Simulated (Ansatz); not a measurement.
## ZrB2 (P6/mmm): modes against uniaxial strain along c

Wanted: the shifts of the zone-centre modes of ZrB2 (P6/mmm) with strain.

Method: DFT PBEsol, scalar-relativistic, plane waves, PAW; PAW set soft_1, in Ansatz 0.2.0.

## (1) Set-up

Symmetry: P6/mmm, No. 191, hexagonal system. Conventional cell: a = 3.170 Å, b = 3.170 Å, c = 3.533 Å, α = 90.00°, β = 90.00°, γ = 120.00°. Nearest to B lie 3 B at 1.83 Å and 6 Zr at 2.54 Å. Zr has 12 B at 2.54 Å nearest. Farther neighbours are not listed.

## (2) Relaxation

Harmonic phonons are second derivatives at a point where the forces vanish, and they are wanted at zero stress, so atoms and cell are relaxed first.

input.yaml reads:

```yaml
crystal:
  lattice:
    - [3.17, 0.0, 0.0]
    - [-1.585, 2.74530053, 0.0]
    - [0.0, 0.0, 3.533]
  atoms:
    - { symbol: B, position: [0.33333333, 0.66666667, 0.5] }
    - { symbol: B, position: [0.66666667, 0.33333333, 0.5] }
    - { symbol: Zr, position: [0.0, 0.0, 0.0] }
kpoints:
  mp_grid: { grid: [15, 15, 12] }
hamiltonian:
  xc: pbesol
  pseudopotentials: { kind: paw, azcp: { folder: soft_1 }, xc_functional: pbe }
scf:
  occupations: { method: gaussian, width: 0.1 }
output:
  forces: true
  stress: true
  eigenvalues: true
  write_density: true
  write_potential: true
  elf: true
  volumetric_format: npy
relax:
  adjacent_minimum: "off"
  f_tol: 0.005
  max_steps: 80
  cell: { stress_tol: 0.05 }
```

Command:

```console
$ ansatz run input.yaml --threads 4 --pin off --max-ram 10240MiB --backend cpu --events-out ev --progress --plain --runs-dir out
```

Numbers of over 12 decimals in the logs are rounded to 6 here.

The log of the run:

```text
Engine: ansatz 0.2.0, x86_64-unknown-linux-gnu
Pseudopotentials: kind: paw
Pseudopotential: B, paw, valence charge 3, recommended cutoff 420 eV (normal), soft_1/B.paw.azcp
Pseudopotential: Zr, paw, valence charge 12, recommended cutoff 420 eV (normal), soft_1/Zr.paw.azcp
Functional definition: PBEsol
  exchange = pbesol_x
  correlation = pbesol_c
Crystal: 3 atoms, lattice volume = 30.746 Å³
Basis set: ecut = 420 eV, 575 PW (Γ), exchange–correlation on 48×48×48 points (8 copies of the dense FFT grid, shifted against one another)
Bands: 13, of which v1, the nominal top of the filled ones, is band 9 counted from 1 (8 counted from 0)
Symmetry: 24 space group operations
Space group: P6/mmm (ITA 191), of the structure as read, at distance tolerance 3.1e-5 Å
k-points: 189 of 2700
Non-local potential: B, projectors of the file, l = 0: 2, l = 1: 2, l = 2: 1
Non-local potential: Zr, projectors of the file, l = 0: 3, l = 1: 2, l = 2: 2, l = 3: 1
PAW form: soft (Blöchl's): semilocal exchange-correlation on the pseudo side does not see the compensation charge
PAW frozen core: B, regenerated for the run's functional, and the local potential with it (the file was generated under x = pbe(κ = 0.804, μ = 0.219515), c = pbe(β = 0.066725))
PAW frozen core: Zr, regenerated for the run's functional, and the local potential with it (the file was generated under x = pbe(κ = 0.804, μ = 0.219515), c = pbe(β = 0.066725))
PAW one-centre angular grid: B, 110 points (default); XC on 64 Gauss nodes
PAW one-centre angular grid: Zr, 590 points (default); XC on 64 Gauss nodes
Initial density: superposition of atomic densities (chi_scale 0.1, normalization cell, long waves kept (reshape's long-wave potential 0.00 eV rms))
Initial wavefunctions: pseudopotential atomic-orbital guess
Functional: x = pbesol(κ = 0.804, μ = 0.123457), c = pbesol(β = 0.046)
SCF iter   1: F=—  HF=-4437.716497 eV  |F-HF|=—  |Δ(HF+E_count)|=         —  Δρ=5.36e-2  dr2=1.63e0  ethr=3.10e-3  ⟨swp⟩=4.9  Hψ=11962  notcnv=0
preconditioner: auto → none  [metal: Δε(μ)=0.047 eV  Ē_g=16.980 eV  σ=0.100 eV  W_gap=0.25  n_scr=8 (ndim 8)  ℏωp=26.8 eV  f_vac=0.000  D(μ)=0.28/eV (n_scr^D=0)  sad-step TF]
SCF iter   2: F=—  HF=-4437.342878 eV  |F-HF|=—  |Δ(HF+E_count)|=   3.74e-1  Δρ=2.69e-2  dr2=3.69e-1  ethr=3.10e-3  ⟨swp⟩=2.1  Hψ=4790  notcnv=0  defer=2
SCF iter   3: F=—  HF=-4437.236449 eV  |F-HF|=—  |Δ(HF+E_count)|=   1.06e-1  Δρ=2.26e-3  dr2=1.18e-3  ethr=2.05e-3  ⟨swp⟩=2.1  Hψ=4183  notcnv=0  defer=2
SCF iter   4: F=—  HF=-4437.236814 eV  |F-HF|=—  |Δ(HF+E_count)|=   3.66e-4  Δρ=4.05e-4  dr2=4.58e-5  ethr=6.56e-6  ⟨swp⟩=2.4  Hψ=5400  notcnv=0  defer=1
SCF iter   5: F=—  HF=-4437.236818 eV  |F-HF|=—  |Δ(HF+E_count)|=   3.72e-6  Δρ=4.97e-5  dr2=8.41e-7  ethr=2.54e-7  ⟨swp⟩=2.1  Hψ=3518  notcnv=0  defer=1
SCF iter   6: F=-4437.236818 eV  HF=-4437.236818 eV  |F-HF|=7.39e-9  |Δ(HF+E_count)|=  3.09e-10  Δρ=8.48e-6  dr2=1.36e-8  ethr=5.56e-10  ⟨swp⟩=9.0  Hψ=17040  notcnv=0
SCF 1 converged in 6 iterations: F = -4437.236818 eV  dr2 = 1.36e-8
  greatest PAW one-centre occupation: 0.996 electrons in one spin orbital (limit 2), on the Zr atom at site 2 (counted from 0), in its partial waves of l = 0
relax step   1: F+E_penalty+E_count = -4437.23681779 eV  Δ(F+E_penalty+E_count) = +0.000e0 eV  max|allowed force component| = 5.551e-17 eV/Å  Δτ_max = 0.0000 Å  P = -4.060 GPa  Ω = 30.746 Å³  (6 SCF iters, dr2 threshold 1.00e-7 eV, accepted)
Crystal: 3 atoms, lattice volume = 29.976 Å³
Basis set: ecut = 420 eV, 563 PW (Γ), exchange–correlation on 48×48×48 points (8 copies of the dense FFT grid, shifted against one another)
Initial density: handed on by an earlier stage of this run
Initial wavefunctions: those handed on with the density
iter 1 solved again at ethr=2.35e-5 eV; its pass at ethr=3.10e-3 eV (dr2=4.23e-3 eV) is discarded
SCF iter   1: F=—  HF=-4437.241784 eV  |F-HF|=—  |Δ(HF+E_count)|=         —  Δρ=2.56e-3  dr2=3.78e-3  ethr=2.35e-5  ⟨swp⟩=2.0  Hψ=15989  notcnv=0
preconditioner: auto → none  [metal: Δε(μ)=0.070 eV  Ē_g=17.023 eV  σ=0.100 eV  W_gap=0.38  n_scr=8 (ndim 8)  ℏωp=27.1 eV  f_vac=0.000  D(μ)=0.22/eV (n_scr^D=0)]
SCF iter   2: F=—  HF=-4437.240917 eV  |F-HF|=—  |Δ(HF+E_count)|=   8.67e-4  Δρ=1.11e-3  dr2=7.15e-4  ethr=2.10e-5  ⟨swp⟩=2.0  Hψ=3394  notcnv=0
SCF iter   3: F=—  HF=-4437.240703 eV  |F-HF|=—  |Δ(HF+E_count)|=   2.14e-4  Δρ=3.41e-4  dr2=1.99e-5  ethr=3.97e-6  ⟨swp⟩=2.1  Hψ=3434  notcnv=0
SCF iter   4: F=—  HF=-4437.240695 eV  |F-HF|=—  |Δ(HF+E_count)|=   7.92e-6  Δρ=5.86e-5  dr2=2.73e-7  ethr=1.67e-9  ⟨swp⟩=7.2  Hψ=18343  notcnv=0
SCF iter   5: F=-4437.240695 eV  HF=-4437.240695 eV  |F-HF|=3.10e-9  |Δ(HF+E_count)|=   2.40e-7  Δρ=7.18e-6  dr2=6.08e-9  ethr=1.52e-9  ⟨swp⟩=5.2  Hψ=14198  notcnv=0
SCF 2 converged in 5 iterations: F = -4437.240695 eV  dr2 = 6.08e-9
relax step   2: F+E_penalty+E_count = -4437.24069523 eV  Δ(F+E_penalty+E_count) = -3.877e-3 eV  max|allowed force component| = 3.701e-16 eV/Å  Δτ_max = 0.0000 Å  P = +2.077 GPa  Ω = 29.976 Å³  energy of the carried Pulay correction = +4.369e-4 eV  (5 SCF iters, dr2 threshold 3.00e-7 eV, accepted)
Crystal: 3 atoms, lattice volume = 30.216 Å³
iter 1 solved again at ethr=1.55e-6 eV; its pass at ethr=3.10e-3 eV (dr2=2.78e-4 eV) is discarded
SCF iter   1: F=—  HF=-4437.243760 eV  |F-HF|=—  |Δ(HF+E_count)|=         —  Δρ=9.31e-4  dr2=3.18e-4  ethr=1.55e-6  ⟨swp⟩=2.2  Hψ=16896  notcnv=0
preconditioner: auto → none  [metal: Δε(μ)=0.037 eV  Ē_g=8.955 eV  σ=0.100 eV  W_gap=0.21  n_scr=8 (ndim 8)  ℏωp=21.4 eV  f_vac=0.000  D(μ)=0.21/eV (n_scr^D=0)]
SCF iter   2: F=—  HF=-4437.243660 eV  |F-HF|=—  |Δ(HF+E_count)|=   1.01e-4  Δρ=3.28e-4  dr2=2.00e-5  ethr=1.55e-6  ⟨swp⟩=2.7  Hψ=3862  notcnv=0
SCF iter   3: F=—  HF=-4437.243651 eV  |F-HF|=—  |Δ(HF+E_count)|=   8.91e-6  Δρ=8.37e-5  dr2=7.18e-7  ethr=1.11e-7  ⟨swp⟩=2.4  Hψ=3381  notcnv=0
iter 4 did not close the SCF: its close was put off for the readings that it lacked (scf_convergence_deferred on its scf_iter line)
SCF iter   4: F=-4437.243651 eV  HF=-4437.243651 eV  |F-HF|=8.19e-12  |Δ(HF+E_count)|=   1.00e-7  Δρ=3.94e-6  dr2=1.79e-9  ethr=3.99e-9  ⟨swp⟩=1.8  Hψ=3083  notcnv=0
iter 5 did not close the SCF: its close was put off for the readings that it lacked (scf_convergence_deferred on its scf_iter line)
SCF iter   5: F=-4437.243651 eV  HF=-4437.243651 eV  |F-HF|=8.19e-12  |Δ(HF+E_count)|=  6.04e-10  Δρ=4.80e-7  dr2=1.89e-11  ethr=9.94e-12  ⟨swp⟩=2.4  Hψ=4186  notcnv=0
SCF iter   6: F=-4437.243651 eV  HF=-4437.243651 eV  |F-HF|=0.00e0  |Δ(HF+E_count)|=  1.09e-11  Δρ=7.40e-8  dr2=5.31e-13  ethr=1.00e-12  ⟨swp⟩=4.1  Hψ=10212  notcnv=0
the search or the solves at the SCF's close seem to have found levels that the self-consistency loop had missed (the run counts 1). By its estimate they hold under 1e-12 electrons; where the run keeps them, the occupations were computed again with them
SCF 3 converged in 6 iterations: F = -4437.243651 eV  dr2 = 5.31e-13
relax step   3: F+E_penalty+E_count = -4437.24365078 eV  Δ(F+E_penalty+E_count) = -2.956e-3 eV  max|allowed force component| = 1.234e-17 eV/Å  Δτ_max = 0.0000 Å  P = +0.180 GPa  Ω = 30.216 Å³  energy of the carried Pulay correction = +3.023e-4 eV  (6 SCF iters, dr2 threshold 3.00e-7 eV, accepted)
[...]
relax step   4: F+E_penalty+E_count = -4437.24377854 eV  Δ(F+E_penalty+E_count) = -1.278e-4 eV  max|allowed force component| = 1.665e-16 eV/Å  Δτ_max = 0.0000 Å  P = -0.057 GPa  Ω = 30.240 Å³  energy of the carried Pulay correction = +2.875e-4 eV  (6 SCF iters, dr2 threshold 3.00e-7 eV, accepted)
[...]
relax step   5: F+E_penalty+E_count = -4437.24378392 eV  Δ(F+E_penalty+E_count) = -5.377e-6 eV  max|allowed force component| = 2.776e-16 eV/Å  Δτ_max = 0.0000 Å  P = -0.000 GPa  Ω = 30.233 Å³  energy of the carried Pulay correction = +2.914e-4 eV  (7 SCF iters, accepted)
Initial wavefunctions: pseudopotential atomic-orbital guess (no wavefunctions were taken with the density)
iter 1 solved again at ethr=9.01e-8 eV; its pass at ethr=3.10e-3 eV (dr2=1.62e-5 eV) is discarded
SCF iter   1: F=—  HF=-4437.243513 eV  |F-HF|=—  |Δ(HF+E_count)|=         —  Δρ=2.80e-5  dr2=2.56e-8  ethr=9.01e-8  ⟨swp⟩=3.0  Hψ=19041  notcnv=0
SCF iter   2: F=—  HF=-4437.243507 eV  |F-HF|=—  |Δ(HF+E_count)|=   5.91e-6  Δρ=1.40e-5  dr2=5.96e-9  ethr=1.42e-10  ⟨swp⟩=2.3  Hψ=3940  notcnv=0
SCF iter   3: F=—  HF=-4437.243507 eV  |F-HF|=—  |Δ(HF+E_count)|=   1.51e-8  Δρ=1.34e-6  dr2=3.09e-10  ethr=3.31e-11  ⟨swp⟩=2.3  Hψ=4155  notcnv=0
iter 4 did not close the SCF: its close was put off for the readings that it lacked (scf_convergence_deferred on its scf_iter line)
SCF iter   4: F=-4437.243507 eV  HF=-4437.243507 eV  |F-HF|=1.00e-11  |Δ(HF+E_count)|=  2.64e-11  Δρ=2.17e-7  dr2=1.15e-11  ethr=1.72e-12  ⟨swp⟩=2.4  Hψ=4032  notcnv=0
iter 5 did not close the SCF: its close was put off for the readings that it lacked (scf_convergence_deferred on its scf_iter line)
SCF iter   5: F=-4437.243507 eV  HF=-4437.243507 eV  |F-HF|=1.82e-12  |Δ(HF+E_count)|=  5.46e-12  Δρ=4.28e-8  dr2=4.79e-13  ethr=1.00e-12  ⟨swp⟩=1.0  Hψ=2457  notcnv=0
iter 6 did not close the SCF: its close was put off for the readings that it lacked (scf_convergence_deferred on its scf_iter line)
SCF iter   6: F=-4437.243507 eV  HF=-4437.243507 eV  |F-HF|=9.09e-13  |Δ(HF+E_count)|=  9.09e-13  Δρ=9.18e-9  dr2=2.07e-14  ethr=1.00e-12  ⟨swp⟩=1.0  Hψ=2457  notcnv=0
iter 7 did not close the SCF: its close was put off for the readings that it lacked (scf_convergence_deferred on its scf_iter line)
SCF iter   7: F=-4437.243507 eV  HF=-4437.243507 eV  |F-HF|=0.00e0  |Δ(HF+E_count)|=  9.09e-13  Δρ=2.22e-9  dr2=1.64e-15  ethr=1.00e-12  ⟨swp⟩=1.0  Hψ=2457  notcnv=0
SCF iter   8: F=-4437.243507 eV  HF=-4437.243507 eV  |F-HF|=9.09e-13  |Δ(HF+E_count)|=    0.00e0  Δρ=2.17e-10  dr2=1.00e-17  ethr=1.00e-12  ⟨swp⟩=2.0  Hψ=7295  notcnv=0
SCF 6 converged in 8 iterations: F = -4437.243507 eV  dr2 = 1.00e-17
relax step   6: F+E_penalty+E_count = -4437.24350707 eV  Δ(F+E_penalty+E_count) = +2.769e-4 eV  max|allowed force component| = 2.714e-16 eV/Å  Δτ_max = 0.0000 Å  P = -0.014 GPa  Ω = 30.233 Å³  stress off target by 1.68e-2 GPa  SCF on the basis re-selected at this cell (its energy is not comparable with the rows above)  (8 SCF iters)
basis re-selected at this cell: Δ(F+E_penalty+E_count) = +2.769e-4 eV, ΔP = -0.014 GPa vs the last step (what re-selecting the basis moved, of the pressure what is left beyond the Pulay correction that the steps carried, after the strain that the cell walked since its last selection, with what the two solves' SCF thresholds leave and, on support functions, any second-order correction that the steps lacked; it is no m [...]
SCF converged after 8 iterations
Free energy (F): -4437.243507 eV
Harris-Foulkes:  -4437.243507 eV  (|F-HF|=9.09e-13)
Internal energy: -4437.242437 eV  (E = F + TS)
E sigma→0 (E₀):  -4437.242972 eV
Entropy (-TS):   -0.001071 eV (-0.357 meV/atom)
Fermi energy:    15.922305 eV
--- Per-component energies (eV) ---
  E_band       = -21.751440
  E_kinetic    = 419.456141
  E_local      = -520.782416  (includes V_loc(G=0)·N_el)
  E_nonlocal   = 91.097698
  E_hartree    = 176.411773
  E_xc         = -222.015710
  E_vxc        = -263.579460  (∫ρ·V_xc dr)
  E_paw        = -3060.002220  (= ΣΔE_a)
  E_vpaw       = -100.766940  (= ΣTr[D̂ρ^β])
  E_aug_tail   = -0.000009  (compensation charges beyond the density's cutoff)
  E_ewald      = -1321.602836
  E_core_change = 0.195143  (= ΣΔE_core)
  E_smearing   = -0.001071  (= −TS)
  E_closure    = -0.000000  (closes the sum)
  Σ components = -4437.243507   (vs F -4437.243507, Δ=0.00e0)
--- Forces (eV/Å), atoms counted from 1 ---
  atom   1  B      0.00000000    -0.00000000     0.00000000
  atom   2  B      0.00000000     0.00000000     0.00000000
  atom   3  Zr     0.00000000     0.00000000     0.00000000
  max |Σ_I F_I| component: 1.67e-16 eV/Å
--- Stress (GPa, compression-positive) ---
       -0.012834       0.000000      -0.000000
        0.000000      -0.012834      -0.000000
       -0.000000      -0.000000      -0.016844
  P = ⅓ Tr σ = -0.0142 GPa (-0.142 kbar)
--- Band table (eV; the first three rows and the last of 189) ---
  k-point 0: bands = [... 5 lower, 13.2596, 13.2596, 13.2827, 13.6430, 19.3998, 19.3998, 20.2313, 20.2313]
  k-point 1: bands = [... 5 lower, 12.5597, 13.3265, 13.3265, 14.3331, 18.8253, 18.8253, 20.0077, 20.0077]
  k-point 2: bands = [... 5 lower, 11.6495, 13.5251, 13.5251, 15.1691, 17.9628, 17.9628, 19.4177, 19.4177]
  k-point 188: bands = [... 5 lower, 7.1429, 11.0105, 13.2584, 13.2584, 20.1300, 22.1538, 22.1538, 22.6733]
--- Relaxed structure (5 steps of the walk, 5 accepted, 1 SCFs on fresh bases) ---
  F+E_penalty+E_count = -4437.24350707 eV   max|allowed force component| = 2.714e-16 eV/Å   (the final SCF, on the basis selected at the relaxed cell)
  cell:  # Å, volume = 30.2331 Å³
    - [3.154887, 0.0, 0.0]
    - [-1.577444, 2.732212, 0.0]
    - [0.0, 0.0, 3.507391]
  atoms:
    - { symbol: B, position: [0.333333, 0.666667, 0.500000] }
    - { symbol: B, position: [0.666667, 0.333333, 0.500000] }
    - { symbol: Zr, position: [0, 0, 0.0] }
```

Wall time 4.8 s (4 threads of AMD EPYC 9R14 (Zen 4), shared host); peak memory 0.46 GiB; 17 s of CPU time.

The steps of the relaxation:

```
step  energy less that of the first step (eV)  largest force component (eV/Å)  pressure (GPa)  volume (Å³)
   1                                   0.0000                          0.0000           -4.06        30.75
   2                                  -0.0039                          0.0000            2.08        29.98
   3                                  -0.0068                          0.0000            0.18        30.22
   4                                  -0.0070                          0.0000           -0.06        30.24
   5                                  -0.0070                          0.0000            0.00        30.23
  6*                                  -0.0067                          0.0000           -0.01        30.23
```

Relaxation steps marked * repeat the geometry before them on a plane-wave basis chosen anew for their cell, so energy and pressure can jump there.

Forces are held to the 24 operations that the run works with; a distortion that breaks them can't arise in this run.

```csv
"conventional cell, symmetrised",before,after,change
a (Å),3.170,3.155,-0.5 %
b (Å),3.170,3.155,-0.5 %
c (Å),3.533,3.507,-0.7 %
volume (Å³/atom),10.25,10.08,-1.7 %
```

Final coordinates:

```
B Zr
1.0
     3.15489    0.00000    0.00000
    -1.57744    2.73221    0.00000
     0.00000    0.00000    3.50739
B Zr
2 1
Direct
  0.33333 0.66667 0.50000
  0.66667 0.33333 0.50000
  0.00000 0.00000 0.00000
```

This step gave:

* pressure: -0.01417 GPa
* volume per atom: 10.08 Å³
* gap on the k-mesh: 0 eV

Valence density in the ab plane at fractional z = 0.500, with atoms of B within 0.2 Å of it. It is the smooth field of the valence electrons, not physical close to the nuclei.

Ten even steps from '_' (0.16 e/Å³) to '@' (0.79 e/Å³):
```
____..::--++##@@@@##++--::..____
__....--++##@@@@@@##++--....____
..::--++##%%@@@@%%##++--::......
::--++##%%##**##%%##++--::::..::
==++##%%##----##%%##++==--------
**##@@@@**--**@@@@##**++++++++++
%%@@@@@@####@@@@@@%%############
@@@@@@%%%%%%@@@@@@@@@@%%%%%%@@@@
%%############%%@@@@@@####@@@@@@
**++++++++++**##@@@@**--**@@@@##
==--------==++##%%##----##%%##++
::::..::::--++##%%##**##%%##++--
........::--++##%%@@@@%%##++--::
______....--++##@@@@@@##++--....
______..::--++##@@@@##++--::..__
______..::==**%%@@%%**==::..____
```
Columns run along a (3.2 Å), rows up along b (3.2 Å). Atoms in or near the plane, at fractional coordinates: B at (0.33, 0.67), B at (0.67, 0.33).

ELF in the ab plane at fractional z = 0.500, with atoms of B within 0.2 Å of it. It is the smooth field of the valence electrons, not physical close to the nuclei.

Ten even steps from '0' (0.00) to '9' (0.86):
```
2235689999865322
2346777777764322
4566543345665433
6675300025766545
7874000047876666
9973000379987678
9973003799975579
9974247999742479
9975579997300379
9876789973000379
7666678740000478
6545667520003576
4334566543345665
2223467777777643
2223568999986532
1224679999976422
```
Columns run along a (3.2 Å), rows up along b (3.2 Å). Atoms in or near the plane, at fractional coordinates: B at (0.33, 0.67), B at (0.67, 0.33).

Electrostatic potential energy in the ab plane at fractional z = 0.500, with atoms of B within 0.2 Å of it. With pseudopotentials it is smooth inside the atoms' cores, unlike the true potential.

Values in eV, 16 rows by 16 columns:
```
 16  16  16  16  14  12   8   5   5   8  12  14  16  16  16  16
 16  16  15  14  10   2  -7 -10  -7   2  10  14  16  16  16  16
 16  16  14   9  -4 -18 -24 -24 -18  -4   9  14  16  16  16  16
 15  14  10  -4 -21 -27 -27 -27 -21  -4  10  14  16  16  16  16
 14  12   2 -18 -27 -25 -25 -27 -18   2  12  14  14  14  14  14
 12   8  -7 -24 -27 -25 -27 -24  -7   8  12  12  10   9  10  12
 10   5 -10 -24 -27 -27 -24 -10   5  10   8   2  -4  -4   2   8
  9   5  -7 -18 -21 -18  -7   5   9   5  -7 -18 -21 -18  -7   5
 10   8   2  -4  -4   2   8  10   5 -10 -24 -27 -27 -24 -10   5
 12  12  10   9  10  12  12   8  -7 -24 -27 -25 -27 -24  -7   8
 14  14  14  14  14  14  12   2 -18 -27 -25 -25 -27 -18   2  12
 15  16  16  16  16  14  10  -4 -21 -27 -27 -27 -21  -4  10  14
 16  16  16  16  16  14   9  -4 -18 -24 -24 -18  -4   9  14  16
 16  16  16  16  16  14  10   2  -7 -10  -7   2  10  14  15  16
 16  16  16  16  16  14  12   8   5   5   8  12  14  16  16  16
 16  16  16  16  15  14  12  10   9  10  12  14  15  16  16  16
```
Columns run along a (3.2 Å; values clipped at the 3rd and 97th percentile), rows up along b (3.2 Å). Atoms in or near the plane, at fractional coordinates: B at (0.33, 0.67), B at (0.67, 0.33).

In this step the volume went from 10.25 to 10.08 Å³/atom.

## (3) Tight relaxation

Phonons need small forces and stress, so the relaxation is finished with tight tolerances on 15×15×12 k points.

input.yaml, the sections that differ from step 2:

```yaml
crystal:
  lattice:
    - [3.1548871786, 0.0, 0.0]
    - [-1.5774435893, 2.7322124428, 0.0]
    - [0.0, 0.0, 3.5073905769]
  atoms:
    - { symbol: B, position: [0.3333333333, 0.6666666667, 0.5] }
    - { symbol: B, position: [0.6666666667, 0.3333333333, 0.5] }
    - { symbol: Zr, position: [0.0, 0.0, 0.0] }
scf:
  occupations: { method: methfessel_paxton, width: 0.2 }
output:
  forces: true
  stress: true
  eigenvalues: true
relax:
  adjacent_minimum: "off"
  f_tol: 0.001
  max_steps: 60
  cell: { stress_tol: 0.01 }
# kpoints, hamiltonian: as in step 2
```

The log of the run:

```text
[...]
Crystal: 3 atoms, lattice volume = 30.233 Å³
Basis set: ecut = 420 eV, 563 PW (Γ), exchange–correlation on 48×48×48 points (8 copies of the dense FFT grid, shifted against one another)
Bands: 13, of which v1, the nominal top of the filled ones, is band 9 counted from 1 (8 counted from 0)
Symmetry: 24 space group operations
[...]
k-points: 189 of 2700
[...]
k-point 188: bands = [... 5 lower, 7.1440, 11.0116, 13.2598, 13.2598, 20.1311, 22.1555, 22.1555, 22.6749]
--- Relaxed structure (2 steps of the walk, 2 accepted, 1 SCFs on fresh bases) ---
[...]
cell:  # Å, volume = 30.2306 Å³
    - [3.154739, 0.0, 0.0]
    - [-1.577370, 2.732084, 0.0]
    - [0.0, 0.0, 3.507436]
  atoms:
    - { symbol: B, position: [0.333333, 0.666667, 0.500000] }
    - { symbol: B, position: [0.666667, 0.333333, 0.500000] }
    - { symbol: Zr, position: [0, 0, 0.0] }
[key lines of the parts left out:]
SCF converged after 5 iterations
Free energy (F): -4437.242805 eV
Fermi energy:    15.918405 eV
P = ⅓ Tr σ = 0.0017 GPa (0.017 kbar)
```

Wall time 2.2 s (4 threads); peak memory 0.46 GiB; 7.6 s of CPU time.

Little changed from the start: no atom moved by 0.005 Å and no cell edge by 0.1 %.

This step gave:

- pressure: 0.001676 GPa

The forces vanish by symmetry and the pressure is 0.002 GPa, within the tolerances set. The cell now holds 10.08 Å³/atom.

(Part 1 of 2 ends here.)

[Logs are printed without paths, hosts, clocks, repeated set-up lines and the standing remarks that a program may print on its own settings, such as how far it seeks lower states.]

[Hosts, paths, dates, database ids (printed as entryN), source tags and the programs' standing remarks are cut or masked in the printed files.]
